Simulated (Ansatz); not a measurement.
# Be chain started as a zigzag: one chain at several levels of theory, part 4 of 4

Aim: how far do the period, the moment and the conductance of the Be chain started as a zigzag depend on the functional, the datasets and spin-orbit coupling, and at what cost?

Ansatz 0.2.0; DFT PBE, plane waves, PAW; relaxation of a chain's period (the session's first sound run).

So far. Step 11 (Relaxation of atoms and period, cutoff 1800 eV): The cell's length comes to 2.161 Å, +0.1 % against the first run, with no moment. That is -33 % against the start, more than a small adjustment. Step 12 (Relaxation of atoms and period): The cell's length comes to 2.161 Å, +0.0 % against the first run, with spin left out. That is -33 % against the start, more than a small adjustment.

## Step 14: Two-component spinors

This step: DFT PBE, plane waves, fully relativistic PAW; channels of a perfect chain with spin-orbit coupling (Ansatz 0.2.0).

Spin-orbit coupling mixes the spins and splits bands that cross or touch without it, so it can open or close channels. Fully relativistic datasets take the place of the scalar ones. The window is narrow, since spinor matrices are twice as large.

input.yaml

```yaml
crystal:
  lattice:
    - [9.0, 0.0, 0.0]
    - [0.0, 7.5, 0.0]
    - [0.0, 0.0, 2.1597134297]
  atoms:
    - { symbol: Be, position: [0.402522054, 0.5, 0.0] }
    - { symbol: Be, position: [0.597477946, 0.5, 0.5] }
kpoints:
  mp_grid: { grid: [1, 1, 38] }
  band_path: { path: ["Γ", Z], npoints: 60 }
scf:
  occupations: { method: fermi_dirac, width: 0.05 }
hamiltonian:
  xc: pbe
  pseudopotentials: { kind: paw_fr }
output:
  transmission:
    e_range: [-0.42, 0.42]
    de: 0.035
    kmesh: [1, 1]
    reduced_basis: false
    leads: [[0, 0]]
magnetization:
  noncollinear: true
  spin_orbit: true
```

Started as:

```console
ansatz run input.yaml --threads 4 --pin off --max-ram 8192MiB --backend cpu --events-out ev --progress --plain --runs-dir out
```

Numbers of over 12 decimals in the logs are rounded to 6 here.

Output:

```text
[...]
non-collinear run that drives no moment, with spin-orbit: no starting moment large enough to seed its density (crystal.atoms[].spin), no starting occupations that ask for one, no magnetisation constraint and no magnetic field, so the semilocal B_xc is pinned to zero
Crystal: 2 atoms, lattice volume = 145.781 Å³
Basis set: ecut = 420 eV, 2873 PW (Γ)
Bands: 12, of which v1, the nominal top of the filled ones, is band 4 counted from 1 (3 counted from 0)
Symmetry: 8 space group operations + 8 with time reversal
[...]
k-points: 20 of 38
Projection manifold: j_resolved (fully-relativistic pseudo-atomic orbitals)
[...]
SCF iter   1: F=—  HF=-182.835939 eV  |F-HF|=—  |Δ(HF+E_count)|=         —  Δρ=2.73e-2  dr2=2.76e0  dr2_m=0.00e0 (ungated)  ethr=3.10e-3  |M|=0.00e0 ∫|m|=0.00e0 μB  |m|>n=0.0e0 m-floor=0.0e0 τ_xc=0.0e0  β_m=1.00  ⟨swp⟩=8.7  Hψ=1054  notcnv=0
[...]
spin=Noncollinear: LDOS preconditioning applied to the charge; magnetization (m_x, m_y, m_z) channels mix plain (no charge-response kernel on spin).
SCF iter   2: F=—  HF=-181.870499 eV  |F-HF|=—  |Δ(HF+E_count)|=   9.65e-1  Δρ=1.41e-2  dr2=3.83e-1  dr2_m=0.00e0 (ungated)  ethr=3.10e-3  |M|=0.00e0 ∫|m|=0.00e0 μB  |m|>n=0.0e0 m-floor=0.0e0 τ_xc=0.0e0  β_m=0.92  ⟨swp⟩=3.0  Hψ=347  notcnv=0  defer=44
[...]
SCF iter   8: F=-181.905012 eV  HF=-181.905012 eV  |F-HF|=1.06e-10  |Δ(HF+E_count)|=   2.71e-9  Δρ=2.28e-7  dr2=1.97e-10  dr2_m=0.00e0 (ungated)  ethr=3.48e-10  |M|=0.00e0 ∫|m|=0.00e0 μB  |m|>n=0.0e0 m-floor=0.0e0 τ_xc=0.0e0  ⟨swp⟩=1.0  Hψ=312  notcnv=0
SCF 1 converged in 8 iterations: F = -181.905012 eV  dr2 = 1.97e-10
[...]
transmission: 3 of 3 steps passed
SCF converged after 8 iterations
Magnetization: |M| = 0.0000 μB,  M = (+0.0000, +0.0000, +0.0000) μB
Absolute magnetization: 0.0000 μB (∫|m|)
  site 0: m = (+0.0000, +0.0000, +0.0000) μB, |m| = 0.0000 μB  (R = 0.85 Å)
  site 1: m = (+0.0000, +0.0000, +0.0000) μB, |m| = 0.0000 μB  (R = 0.85 Å)
Free energy (F): -181.905012 eV
[...]
Internal energy: -181.891833 eV  (E = F + TS)
E sigma→0 (E₀):  -181.898422 eV
Entropy (-TS):   -0.013179 eV (-6.589 meV/atom)
Fermi energy:    -3.091879 eV
[...]
--- Band table (eV; the first three rows and the last of 20) ---
  k-point 0: bands = [-8.7958, -8.7958, -4.7840, -4.7840, -3.5574, -3.5574, -2.7097, -2.7097, ... 4 higher]
  k-point 1: bands = [-8.7806, -8.7806, -4.7686, -4.7686, -3.5357, -3.5357, -2.6881, -2.6881, ... 4 higher]
  k-point 2: bands = [-8.7349, -8.7349, -4.7224, -4.7224, -3.4706, -3.4706, -2.6231, -2.6231, ... 4 higher]
  k-point 19: bands = [-3.9486, -3.9486, -3.9486, -3.9486, 2.9559, 2.9559, 2.9559, 2.9559, ... 4 higher]
--- Transmission ---
  basis      : 595 plane waves across, 3 finite elements along
  points     : 1, standing for a mesh of 1 x 1
[...]
crystal 0  : Be2, at the sites [0, 0], period 2.1597 Å: whole cells are its period
[...]
filled         : 1.2 meV over the level at which it is neutral
    channels       : 6.000000e0 of both spins
[...]
```

The job ended after 7.3 min (4 threads of Arm Neoverse V2, shared host; peak memory 3.5 GiB).

This step gave:

* energy at zero smearing: -181.8984 eV
* channels at the energy nearest the Fermi level, both spins: 6

Table of open channels of the lead, both spins by energy, zero at the Fermi level:

energy (eV), open channels of the lead, both spins and a bar from the least value:
```
   -0.420       6.00 ##############################
   -0.385       6.00 ##############################
   -0.350       6.00 ##############################
   -0.315       6.00 ##############################
   -0.280       6.00 ##############################
   -0.245       6.00 ##############################
   -0.210       6.00 ##############################
   -0.175       6.00 ##############################
   -0.140       6.00 ##############################
   -0.105       6.00 ##############################
   -0.070       6.00 ##############################
   -0.035       6.00 ##############################
    0.000       6.00 ##############################
    0.035       6.00 ##############################
    0.070       6.00 ##############################
    0.105       6.00 ##############################
    0.140       6.00 ##############################
    0.175       6.00 ##############################
    0.210       6.00 ##############################
    0.245       6.00 ##############################
    0.280       2.00 
    0.315       2.00 
    0.350       2.00 
    0.385       4.00 ###############
    0.420       4.00 ###############
```

The slowest values at each energy, most degenerate partners merged, listed up to 1.5 1/Å. Table of Im kz of the slowest decaying states by energy, zero at the Fermi level:

```
energy (eV)  decay 1 (Å⁻¹)  decay 2 (Å⁻¹)  decay 3 (Å⁻¹)  decay 4 (Å⁻¹)
     -0.420          0.465          0.988           1.10           1.19
     -0.350          0.445          0.978           1.10           1.18
     -0.315          0.434          0.973           1.09           1.18
     -0.245          0.412          0.964           1.08           1.17
     -0.175          0.388          0.954           1.07           1.16
     -0.105          0.363          0.944           1.06           1.15
     -0.070          0.350          0.939           1.06           1.15
      0.000          0.321          0.929           1.05           1.14
      0.070          0.290          0.919           1.04           1.13
      0.105          0.274          0.914           1.04           1.13
      0.175          0.237          0.903           1.03           1.12
      0.245          0.193          0.893           1.02           1.11
      0.315         0.0854          0.135          0.882           1.01
      0.350         0.0932          0.105          0.877           1.00
      0.420          0.136          0.866          0.995           1.09
```

The electronic bands at the labelled points (eV, zero at the Fermi level):

```
  point  band 1  band 2  band 3  band 4  band 5  band 6  band 7  band 8
      Γ   -5.70   -5.70   -1.69   -1.69   -0.47   -0.47    0.38    0.38
halfway   -4.36   -4.36   -0.45   -0.45    1.48    1.48    2.33    2.33
      Z   -0.86   -0.86   -0.86   -0.86    6.05    6.05    6.05    6.05
```

At the computed energy nearest the Fermi level there are 6 spinor channels, and the thermal average gives 3.00 G₀.

## Step 15: A varied input

This step: DFT PBE, plane waves, PAW; channels and complex bands of a perfect chain; changed: scf.max_iter = 3 (Ansatz 0.2.0).

The input of the run on the perfect lead (PBE) is made doubtful on purpose. The ELF is not written this time.

input.yaml, the sections that differ from step 14:

```yaml
scf:
  occupations: { method: fermi_dirac, width: 0.05 }
  max_iter: 3
hamiltonian:
  xc: pbe
output:
  transmission:
    e_range: [-2, 2]
    de: 0.035
    kmesh: [1, 1]
    reduced_basis: true
    leads: [[0, 0]]
  dos: { projected: true, e_range: [-6, 4] }
  write_potential: true
  write_density: true
  volumetric_format: npy
# crystal, kpoints: as in step 14
# magnetization: removed
```

Output:

```text
Engine: ansatz 0.2.0, aarch64-unknown-linux-gnu
Pseudopotentials: kind: paw
Pseudopotential: Be, paw, valence charge 2, recommended cutoff 420 eV (normal), Be.paw.azcp
Functional definition: PBE
  parameter kappa = 0.804
  parameter beta = 0.066725
  exchange = pbe_x(kappa = kappa, mu = beta*pi^2/3)
  correlation = pbe_c(beta = beta)
Crystal: 2 atoms, lattice volume = 145.781 Å³
Basis set: ecut = 420 eV, 2873 PW (Γ)
Bands: 6, of which v1, the nominal top of the filled ones, is band 2 counted from 1 (1 counted from 0)
Symmetry: 8 space group operations
Space group: Pmma (ITA 51), of the structure as read, at distance tolerance 5.3e-5 Å
k-points: 20 of 38
Non-local potential: Be, projectors of the file, l = 0: 2, l = 1: 2, l = 2: 1
PAW form: soft (Blöchl's): semilocal exchange-correlation on the pseudo side does not see the compensation charge
PAW one-centre angular grid: Be, 110 points (default); XC on 64 Gauss nodes
Initial density: superposition of atomic densities (neutral atoms: chi_scale 0, normalization atom), corrected by the library's trained network
Initial wavefunctions: pseudopotential atomic-orbital guess
Functional: x = pbe(κ = 0.804, μ = 0.219515), c = pbe(β = 0.066725)
SCF iter   1: F=—  HF=-181.901045 eV  |F-HF|=—  |Δ(HF+E_count)|=         —  Δρ=1.68e-3  dr2=7.53e-3  ethr=1.77e-3  ⟨swp⟩=4.8  Hψ=2139  notcnv=0
preconditioner: auto → LDOS  [insulator: Δε(μ)=0.173 eV  Ē_g=6.289 eV  σ=0.050 eV  W_gap=0.66  n_scr=10 (ndim 8)  ℏωp=6.2 eV  f_vac=0.544  D(μ)=1.49/eV (n_scr^D=8)  ε∞_Penn≈2.0  β→1.0]
SCF iter   2: F=—  HF=-181.904631 eV  |F-HF|=—  |Δ(HF+E_count)|=   3.59e-3  Δρ=3.29e-4  dr2=3.58e-4  ethr=1.88e-4  ⟨swp⟩=3.1  Hψ=928  notcnv=0
SCF iter   3: F=—  HF=-181.904889 eV  |F-HF|=—  |Δ(HF+E_count)|=   2.58e-4  Δρ=1.30e-4  dr2=3.69e-5  ethr=8.96e-6  ⟨swp⟩=2.7  Hψ=782  notcnv=0
Error: did not converge after 3 iterations: dr2 = 3.69e-5 (threshold 1.00e-7), under the density mixer `msr1`, which `scf.mixing.algorithm: auto` chose by the deck's other keys (type `scf.mixing.algorithm: msr1` to keep it); raise `scf.max_iter`, which need not help a stalled SCF, or adjust the mixing (`scf.mixing`) or, under a smearing, its width (`scf.occupations.width`, in either direction: another width is another result); this SCF holds its density and magnetisation to the symmetry operations that it keeps, and cannot end on a state that breaks one of them: if the state sought breaks one, re-run with `crystal.symmetry.detect: [rest of the remark cut]
```

Elapsed: 0.45 s, on 4 threads; peak memory 0.29 GiB.

No converged result was reached; the numbers in the log don't describe the system.

The program's message: “Error: did not converge after 3 iterations: dr2 = 3.69e-5 (threshold 1.00e-7), under the density mixer `msr1`, which `scf.mixing.algorithm: auto` chose by the deck's other keys (type `scf.mixing.algor …”

The fault put into the input: too few SCF iterations (scf.max_iter = 3).

## Step 16: Outcome

```json
{"cell length, PBE": "2.160 Å", "cell length, PBEsol": "2.158 Å", "cell length, RPBE": "2.180 Å", "cell length, LDA": "2.136 Å", "cell length, PBE, NC files": "2.161 Å", "cell length, PBE, no spin": "2.161 Å", "conductance, PBE": "3.00 G₀", "conductance, PBEsol": "3.00 G₀", "conductance, RPBE": "3.00 G₀", "conductance, LDA": "3.00 G₀", "conductance, with spin-orbit coupling": "3.00 G₀"}
```

In words: Under PBE the cell's length is 2.16 Å, no moment survives, and it is a metal with 3 channels a spin next to the Fermi level, 3.00 G₀ at 300 K. The cell's length spans 2.0 % over the functionals, shortest under LDA and longest under RPBE. A perfect wire passes every open channel, so the conductance counts half a G₀ for each forward-moving state at the Fermi level, spin by spin. At the relaxed period it forms two rows 1.75 Å apart, with 2.06 Å between atoms of unlike rows and 2.16 Å along a row: a strip of triangles. Transport is coherent and elastic here: the atoms are frozen, so scattering by vibrations plays no part.

[Logs are printed without paths, hosts, clocks, repeated set-up lines and the standing remarks that a program may print on its own settings, such as how far it seeks lower states.]

[Hosts, paths, dates, database ids (printed as entryN), source tags and the programs' standing remarks are cut or masked in the printed files.]
